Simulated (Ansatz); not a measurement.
Cs2HgSe2 (Pbam), computed twice by G0W0.

The structure is orthorhombic, space group Pbam (No. 55). Conventional cell: a = 8.185 Å, b = 10.330 Å, c = 4.711 Å, α = 90.00°, β = 90.00°, γ = 90.00°. Nearest to Cs lie 6 Se at 3.66 to 3.72 Å and 1 Cs at 3.87 Å. Nearest to Hg lie 2 Se at 2.41 Å. Nearest to Se lie 1 Hg at 2.41 Å and 6 Cs at 3.66 to 3.72 Å. Farther neighbours and most contacts between anions are not listed.

```
Cs Hg Se
1.0
     8.18490    0.00000    0.00000
     0.00000   10.33020    0.00000
     0.00000    0.00000    4.71120
Cs Hg Se
4 2 4
Cartesian
  3.2103 8.6062 2.3556
  4.9746 1.7240 2.3556
  7.3027 6.8891 2.3556
  0.8822 3.4411 2.3556
  4.0925 5.1651 0.0000
  0.0000 0.0000 0.0000
  1.8846 6.1408 0.0000
  6.3003 4.1894 0.0000
  5.9770 9.3545 0.0000
  2.2079 0.9757 0.0000
```

The cell and positions come from the Crystallography Open Database and are kept as given unless a step says otherwise. Spin-orbit coupling is left out unless a run names it.

The first (Ansatz 0.2.0; start PBE with 35 % screened exact exchange, 2×2×4 mesh, 1043 empty bands, screening to 110 eV, PAW set soft_1 files; 1 × NVIDIA H100 80GB HBM3 (shared by 6 runs) with 2 threads of AMD EPYC 7R13 (Zen 3), shared host) gave, on its mesh: starting gap 3.26 eV, G0W0 gap 4.04 eV, RPA ε∞ (mean) 3.11, 11 min.

**Question.** The second changes start from PBE with 35 % screened exact exchange to PBE with 40 % screened exact exchange. What does it give?

It gave: starting gap 3.44 eV, G0W0 gap 4.12 eV, RPA ε∞ (mean) 3.04, 8.4 min. The G0W0 gap moves by +0.07 eV, +0.19 eV from the start and −0.11 eV from the correction. Σc changes by −0.04 eV at the valence top and +0.02 eV at the conduction bottom, and Σx − Vxc between them by −0.17 eV.

Limits: not at the basis limit; no spin-orbit coupling; coarse k mesh.

[Paths, hosts, dates, memory and timing lines, banners, echoed tables and standing remarks are left out of the program output.]

[Logs are printed without paths, hosts, clocks, repeated set-up lines and the standing remarks that a program may print on its own settings, such as how far it seeks lower states.]

[Runs of the session that timed out or met a known fault of the program may be left out.]

[Cells called generated may have been cut or substituted from an entry of the Crystallography Open Database or the Materials Project.]

[Hosts, paths, dates, database ids (printed as entryN), source tags and the programs' standing remarks are cut or masked in the printed files.]
